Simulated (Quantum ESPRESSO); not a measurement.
The C K edge of atom 4 in Gd2CCl (R-3m), with 6 Gd at 2.50 Å (octahedral, site symmetry -3m), was computed in 2 ways: excited-electron core hole (neutral cell) and no core hole. Program and functional: Quantum ESPRESSO XSpectra, PBEsol, without spin-orbit coupling, Lorentzian half width 0.3 eV up to 4 eV, rising linearly to 2.5 eV at 25 eV; cells of 4 and 12 atoms (the run without a hole in the smaller).

Each run is counted from its own lowest empty level or Fermi level and scaled to a mean of 1 over its first 20 eV.

```tsv
E (eV)	run 1	run 2
-2.0	0.03	0.04
-1.5	0.04	0.05
-1.0	0.05	0.07
-0.5	0.08	0.10
0.0	0.18	0.20
0.5	0.25	0.31
1.0	0.27	0.52
1.5	0.39	0.90
2.0	0.60	1.48
2.5	0.98	1.64
3.0	1.03	1.94
3.5	1.25	1.98
4.0	1.51	1.67
4.5	1.41	1.55
5.0	1.29	1.62
5.5	1.39	1.76
6.0	1.66	1.80
6.5	1.80	1.63
7.0	1.84	1.34
7.5	1.73	1.01
8.0	1.41	0.79
8.5	1.08	0.69
9.0	0.88	0.69
9.5	0.84	0.79
10.0	0.90	0.91
10.5	1.00	0.97
11.0	1.05	0.98
11.5	1.07	0.97
12.0	1.08	0.93
12.5	1.07	0.88
13.0	1.04	0.84
13.5	1.00	0.80
14.0	0.97	0.77
14.5	0.93	0.74
15.0	0.89	0.70
15.5	0.84	0.68
16.0	0.81	0.67
16.5	0.79	0.66
17.0	0.77	0.66
17.5	0.76	0.66
18.0	0.75	0.66
18.5	0.75	0.66
19.0	0.74	0.67
19.5	0.75	0.67
20.0	0.75	0.68
20.5	0.76	0.69
21.0	0.77	0.70
21.5	0.78	0.71
22.0	0.79	0.72
22.5	0.81	0.72
23.0	0.82	0.72
23.5	0.82	0.71
24.0	0.82	0.70
24.5	0.82	0.68
25.0	0.81	0.66
25.5	0.79	0.64
26.0	0.78	0.62
26.5	0.76	0.60
27.0	0.74	0.58
27.5	0.72	0.57
28.0	0.70	0.56
28.5	0.69	0.55
29.0	0.68	0.54
29.5	0.67	0.54
30.0	0.66	0.54
30.5	0.66	0.53
31.0	0.65	0.53
31.5	0.65	0.52
32.0	0.64	0.52
```

Question: Which run is which?

Run 1: no core hole (area from −2 to 6 eV 5.8, main maxima 2.7 eV (1.06), 4.2 eV (1.54), 7.0 eV (1.84) and 12.2 eV (1.08)). Run 2: excited-electron core hole (neutral cell) (area from −2 to 6 eV 8.4, main maxima 3.2 eV (2.00), 5.9 eV (1.81), 11.0 eV (0.98) and 22.6 eV (0.72)). With each curve scaled to its own mean, the area from −2 to 6 eV with the hole is 8.4 against 5.8, and the centre of weight from −1 to 20 eV moves by -1.1 eV: the hole pulls the absorber's empty states down.

[Banner, clock and machine lines of the logs are left out without a mark of their own.]

[Logs are printed without paths, hosts, clocks, repeated set-up lines and the standing remarks that a program may print on its own settings, such as how far it seeks lower states.]

[Hosts, paths, dates, database ids (printed as entryN), source tags and the programs' standing remarks are cut or masked in the printed files.]

[Lists of maxima count a maximum above −3 eV only where it reaches 4 % of the highest in the window and stands out from its surroundings by 2 % of it (1.5 % where it reaches 55 %); shoulders and weaker maxima are passed over, and of the rest the first, up to two pre-edge ones and the few strongest are named.]
